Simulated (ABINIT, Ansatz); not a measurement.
**A GW chain in ABINIT: NaAsF6 (Fm-3m)**

Wanted: ground state, empty states, screening and self-energy for NaAsF6 (Fm-3m).

Program: ABINIT 10.8.3. Level of theory: LDA and many-body steps on it, plane waves. Results are calculated unless marked as measured.

## Step 1: The structure

It takes space group Fm-3m (No. 225, cubic). Conventional cell: a = 7.966 Å, b = 7.966 Å, c = 7.966 Å, α = 90.00°, β = 90.00°, γ = 90.00°. Nearest to Na lie 6 F at 2.24 Å. Nearest to As lie 6 F at 1.74 Å. Nearest to F lie 1 As at 1.74 Å and 1 Na at 2.24 Å. Farther neighbours and most contacts between anions are not listed.

The cell and positions are those that the Materials Project relaxed with its own functionals (PBE, PBE+U or r2SCAN), kept fixed.

## Step 2: Ground state

This step: ABINIT 10.8.3; DFT, LDA, plane waves, norm-conserving pseudopotentials.

The ground-state density comes first.

Contents of run.abi:

```
acell 3*1.0 Angstrom
rprim 
  -0.000000000000 3.983049320000 3.983049320000
  3.983049320000 -0.000000000000 3.983049320000
  3.983049320000 3.983049320000 0.000000000000
ntypat 3
znucl 11 33 9
natom 8
typat 1 2 3 3 3 3 3 3
xred 
  0.500000000000 0.500000000000 0.500000000000
  0.000000000000 0.000000000000 0.000000000000
  0.781629880000 0.781629880000 0.218370120000
  0.218370120000 0.781629880000 0.218370120000
  0.781629880000 0.218370120000 0.218370120000
  0.218370120000 0.218370120000 0.781629880000
  0.781629880000 0.218370120000 0.781629880000
  0.218370120000 0.781629880000 0.781629880000
pp_dirpath "pseudos"
pseudos "Na.upf, As.upf, F.upf"
ecut 38
ngkpt 4 4 4
nshiftk 1
shiftk 0 0 0
kptopt 1
chksymbreak 0
nband 41
occopt 1
tolvrs 1e-10
nstep 60
prtwf 0
optforces 0
optstress 0
indata_prefix "in"
outdata_prefix "out"
tmpdata_prefix "tmp"
```

On the command line:

```sh
> OMP_NUM_THREADS=1 mpirun -n 4 abinit run.abi > log
```

Numbers of over 12 decimals in the logs are rounded to 6 here.

The program printed:

```text
.Version 10.8.3 of ABINIT. v10.8.2 released Aug 2026.

 Symmetries : space group Fm -3 m (#225); Bravais cF (face-center cubic)
================================================================================
 Values of the parameters that define the memory need of the present run
     intxc =       0    ionmov =       0      iscf =       7    lmnmax =       6
     lnmax =       6     mgfft =      60  mpssoang =       3    mqgrid =    3001
     natom =       8  nloc_mem =       1    nspden =       1   nspinor =       1
    nsppol =       1      nsym =      48    n1xccc =    2501    ntypat =       3
    occopt =       1   xclevel =       1
-    mband =          41        mffmem =           1         mkmem =           2
       mpw =        9573          nfft =      216000          nkpt =           8
================================================================================
  Rough estimation (10% accuracy) of disk space for files :
================================================================================

--------------------------------------------------------------------------------
------------- Echo of variables that govern the present computation ------------
--------------------------------------------------------------------------------
 -outvars: echo values of preprocessed input variables --------
            acell      1.8897261259E+00  1.8897261259E+00  1.8897261259E+00 Bohr

      chksymbreak           0
             ecut      3.80000000E+01 Hartree
-          fftalg         312

              ixc       -1012
              kpt      0.00000000E+00  0.00000000E+00  0.00000000E+00
                       2.50000000E-01  0.00000000E+00  0.00000000E+00
                       5.00000000E-01  0.00000000E+00  0.00000000E+00
                       2.50000000E-01  2.50000000E-01  0.00000000E+00
                       5.00000000E-01  2.50000000E-01  0.00000000E+00
                      -2.50000000E-01  2.50000000E-01  0.00000000E+00
                       5.00000000E-01  5.00000000E-01  0.00000000E+00
                      -2.50000000E-01  5.00000000E-01  2.50000000E-01
         kptrlatt        4    0    0      0    4    0      0    0    4
          kptrlen      4.25784199E+01
P           mkmem           2
            natom           8
            nband          41
            ngfft          60      60      60
             nkpt           8
            nstep          60
             nsym          48
           ntypat           3
              occ      2.000000  2.000000  2.000000  2.000000  2.000000  2.000000
                       2.000000  2.000000  2.000000  2.000000  2.000000  2.000000
                       2.000000  2.000000  2.000000  2.000000  2.000000  2.000000
                       2.000000  2.000000  2.000000  2.000000  2.000000  2.000000
                       2.000000  2.000000  2.000000  2.000000  2.000000  2.000000
                       2.000000  2.000000  2.000000  0.000000  0.000000  0.000000
                       0.000000  0.000000  0.000000  0.000000  0.000000
        optforces           0
        optstress           0
            prtwf           0
            rprim     -0.0000000000E+00  3.9830493200E+00  3.9830493200E+00
                       3.9830493200E+00 -0.0000000000E+00  3.9830493200E+00
                       3.9830493200E+00  3.9830493200E+00  0.0000000000E+00
          spgroup         225

           tolvrs      1.00000000E-10

             xred      5.0000000000E-01  5.0000000000E-01  5.0000000000E-01
                       0.0000000000E+00  0.0000000000E+00  0.0000000000E+00
[...]
znucl       11.00000   33.00000    9.00000

================================================================================

 chkinp: Checking input parameters for consistency.

================================================================================
== DATASET  1 ==================================================================
-   mpi_nproc: 4, omp_nthreads: 1 (-1 if OMP is not activated)

--- !DatasetInfo
iteration_state: {dtset: 1, }
dimensions: {natom: 8, nkpt: 8, mband: 41, nsppol: 1, nspinor: 1, nspden: 1, mpw: 9573, }
cutoff_energies: {ecut:  38.0, pawecutdg:  -1.0, }
electrons: {nelect:   6.60000000E+01, charge:   0.00000000E+00, occopt:   1.00000000E+00, tsmear:   1.00000000E-02, }

 Real(R)+Recip(G) space primitive vectors, cartesian coordinates (Bohr,Bohr^-1):
 R(1)=  0.0000000  7.5268724  7.5268724  G(1)= -0.0664287  0.0664287  0.0664287
 R(2)=  7.5268724  0.0000000  7.5268724  G(2)=  0.0664287 -0.0664287  0.0664287
 R(3)=  7.5268724  7.5268724  0.0000000  G(3)=  0.0664287  0.0664287 -0.0664287
 Unit cell volume ucvol=  8.5285196E+02 bohr^3
 Angles (23,13,12)=  6.00000000E+01  6.00000000E+01  6.00000000E+01 degrees

 getcut: wavevector=  0.0000  0.0000  0.0000  ngfft=  60  60  60
         ecut(hartree)=     38.000   => boxcut(ratio)=   2.03126

--- Pseudopotential description ------------------------------------------------
- Na Generated using ONCVPSP code by D. R. Hamann
- 11.00000   9.00000  180309                  znucl, zion, pspdat
12 -1012 1 -1 1968                            pspcod,pspxc,lmax,lloc,mmax
     nproj     2     2     0
  pspatm : epsatm=    9.37365322
         --- l  ekb(1:nproj) -->
[...]
pspatm: atomic psp has been read  and splines computed

[...]
- F Generated using ONCVPSP code by D. R. Hamann
-  9.00000   7.00000  201202                  znucl, zion, pspdat
12 -1012 2 -1 824                             pspcod,pspxc,lmax,lloc,mmax
     nproj     2     2     1
  pspatm : epsatm=    4.94580260
         --- l  ekb(1:nproj) -->
[...]
2   -2.364936
 pspatm: atomic psp has been read  and splines computed

   4.42852349E+03                                ecore*ucvol(ha*bohr**3)
--------------------------------------------------------------------------------

_setup2: Arith. and geom. avg. npw (full set) are    9544.047    9544.035

================================================================================

--- !BeginCycle
iteration_state: {dtset: 1, }
solver: {iscf: 7, nstep: 60, nline: 4, wfoptalg: 0, }
tolerances: {tolvrs: 1.00E-10, }

     iter   Etot(hartree)      deltaE(h)  residm     vres2
 ETOT  1  -296.94870145731    -2.969E+02 8.026E-01 1.488E+03
 ETOT  2  -299.12704110101    -2.178E+00 2.231E-02 4.072E+02
 ETOT  3  -299.21876501639    -9.172E-02 1.063E-02 2.075E+01
 ETOT  4  -299.22552180005    -6.757E-03 1.960E-03 1.176E+00
 ETOT  5  -299.22555453793    -3.274E-05 1.275E-03 3.299E-01
 ETOT  6  -299.22557114209    -1.660E-05 3.095E-04 5.599E-02
 ETOT  7  -299.22557927485    -8.133E-06 3.258E-04 3.572E-03
 ETOT  8  -299.22557956003    -2.852E-07 9.586E-05 1.312E-04
 ETOT  9  -299.22557956458    -4.557E-09 7.076E-05 1.052E-05
 ETOT 10  -299.22557956495    -3.661E-10 2.778E-05 5.614E-07
 ETOT 11  -299.22557956500    -4.962E-11 1.790E-05 8.524E-09
 ETOT 12  -299.22557956496     3.735E-11 7.863E-06 5.266E-10
 ETOT 13  -299.22557956495     6.878E-12 6.871E-06 9.991E-12

 At SCF step   13       vres2   =  9.99E-12 < tolvrs=  1.00E-10 =>converged.

--- !ResultsGS
iteration_state: {dtset: 1, }
comment   : Summary of ground state results
lattice_vectors:
- [ -0.0000000,   7.5268724,   7.5268724, ]
- [  7.5268724,  -0.0000000,   7.5268724, ]
- [  7.5268724,   7.5268724,   0.0000000, ]
lattice_lengths: [  10.64460,   10.64460,   10.64460, ]
lattice_angles: [ 60.000,  60.000,  60.000, ] # degrees, (23, 13, 12)
lattice_volume:   8.5285196E+02
convergence: {deltae:  6.878E-12, res2:  9.991E-12, residm:  6.871E-06, diffor:  0.000E+00, }
etotal    :  -2.99225580E+02
entropy   :   0.00000000E+00
fermie    :  -1.45682294E-01
cartesian_stress_tensor: null
pressure_GPa: null
xred      :
- [  5.0000E-01,   5.0000E-01,   5.0000E-01, Na]
- [  0.0000E+00,   0.0000E+00,   0.0000E+00, As]
- [  7.8163E-01,   7.8163E-01,   2.1837E-01,  F]
- [  2.1837E-01,   7.8163E-01,   2.1837E-01,  F]
- [  7.8163E-01,   2.1837E-01,   2.1837E-01,  F]
- [  2.1837E-01,   2.1837E-01,   7.8163E-01,  F]
- [  7.8163E-01,   2.1837E-01,   7.8163E-01,  F]
- [  2.1837E-01,   7.8163E-01,   7.8163E-01,  F]
cartesian_forces: null
force_length_stats: {min: null, max: null, mean: null, }

 Integrated electronic density in atomic spheres:
 ------------------------------------------------
 Atom  Sphere_radius  Integrated_density
[...]
================================================================================

 ----iterations are completed or convergence reached----

 Mean square residual over all n,k,spin=   37.040E-09; max=  68.715E-07
 reduced coordinates (array xred) for    8 atoms
[...]
0.218370120000      0.781629880000      0.218370120000
       0.781629880000      0.218370120000      0.218370120000
       0.218370120000      0.218370120000      0.781629880000
       0.781629880000      0.218370120000      0.781629880000
       0.218370120000      0.781629880000      0.781629880000
 rms dE/dt=  0.0000E+00; max dE/dt=  0.0000E+00; dE/dt below (all hartree)
    1       0.000000000000      0.000000000000      0.000000000000
    2       0.000000000000      0.000000000000      0.000000000000
    3       0.000000000000      0.000000000000      0.000000000000
    4       0.000000000000      0.000000000000      0.000000000000
    5       0.000000000000      0.000000000000      0.000000000000
    6       0.000000000000      0.000000000000      0.000000000000
    7       0.000000000000      0.000000000000      0.000000000000
    8       0.000000000000      0.000000000000      0.000000000000

 cartesian coordinates (angstrom) at end:
    1      3.983049     3.983049     3.983049
    2      0.000000     0.000000     0.000000
    3      3.983049     3.983049     6.226541
    4      3.983049     1.739558     3.983049
    5      1.739558     3.983049     3.983049
    6      3.983049     3.983049     1.739558
    7      3.983049     6.226541     3.983049
    8      6.226541     3.983049     3.983049
 length scales=  1.889726125908  1.889726125908  1.889726125908 bohr
              =  1.000000000000  1.000000000000  1.000000000000 angstroms
 prteigrs : about to open file out_EIG
 Fermi (or HOMO) energy (hartree) =  -0.14568   Average Vxc (hartree)=  -0.31523
 Eigenvalues (hartree) for nkpt=   8  k points:
 kpt#   1, nband= 41, wtk=  0.01563, kpt=  0.0000  0.0000  0.0000 (reduced coord)
  -1.83367   -1.44141   -1.44141   -1.43552   -1.43552   -1.43552   -0.95800   -0.89718
  -0.89718   -0.89718   -0.86283   -0.86283   -0.82195   -0.82195   -0.82195   -0.46336
  -0.32005   -0.32005   -0.32005   -0.23524   -0.23524   -0.23524   -0.21885   -0.21885
  -0.17862   -0.17862   -0.17862   -0.17460   -0.17460   -0.17460   -0.14568   -0.14568
  -0.14568    0.04858    0.19520    0.27867    0.27867    0.27867    0.30817    0.39600
   0.39600
 prteigrs : prtvol=0 or 1, do not print more k-points.

--- !EnergyTerms
iteration_state     : {dtset: 1, }
comment             : Components of total free energy in Hartree
kinetic             :  2.01909367820902E+02
hartree             :  1.36029274440125E+02
xc                  : -6.25371634092078E+01
Ewald energy        : -1.25595152869072E+02
psp_core            :  5.19260518435793E+00
local_psp           : -3.71223180061109E+02
non_local_psp       : -8.30013306709506E+01
total_energy        : -2.99225579564954E+02
total_energy_eV     : -8.14234282021948E+03
band_energy         : -4.19103192581092E+01

== END DATASET(S) ==============================================================
================================================================================

 -outvars: echo values of variables after computation  --------
           etotal     -2.9922557956E+02
            nband          41
             nkpt           8
          spgroup         225
 [... the other variables as echoed above ...]

 Calculation completed.
```

It took 42 s on 4 MPI ranks of Arm Neoverse V2, shared host; peak memory 0.5 GiB; 2.8 min of CPU time.

This step gave:

```
total energy               : -8142.3428 eV
gap                        : 5.286 eV
k of the valence top       : 0, 0, 0
k of the conduction bottom : 0, 0, 0
least direct gap           : 5.286 eV
```

The gap is direct, at Γ.

[end of part 1 of 3]

[Paths, hosts, dates, memory and timing lines, banners, echoed tables and standing remarks are left out of the program output.]

[Logs are printed without paths, hosts, clocks, repeated set-up lines and the standing remarks that a program may print on its own settings, such as how far it seeks lower states.]

[Runs of the session that timed out or met a known fault of the program may be left out.]

[Hosts, paths, dates, database ids (printed as entryN), source tags and the programs' standing remarks are cut or masked in the printed files.]

[G0W0 gaps are taken among the corrected bands and points alone; a level outside them can change the order at an edge.]

[Where Ansatz stands beside ABINIT at settings called matched, ABINIT's density can come from a denser mesh and the files from another edition; pairs whose starting gaps differed by over 0.03 eV were left out, so agreement reads better than it is.]
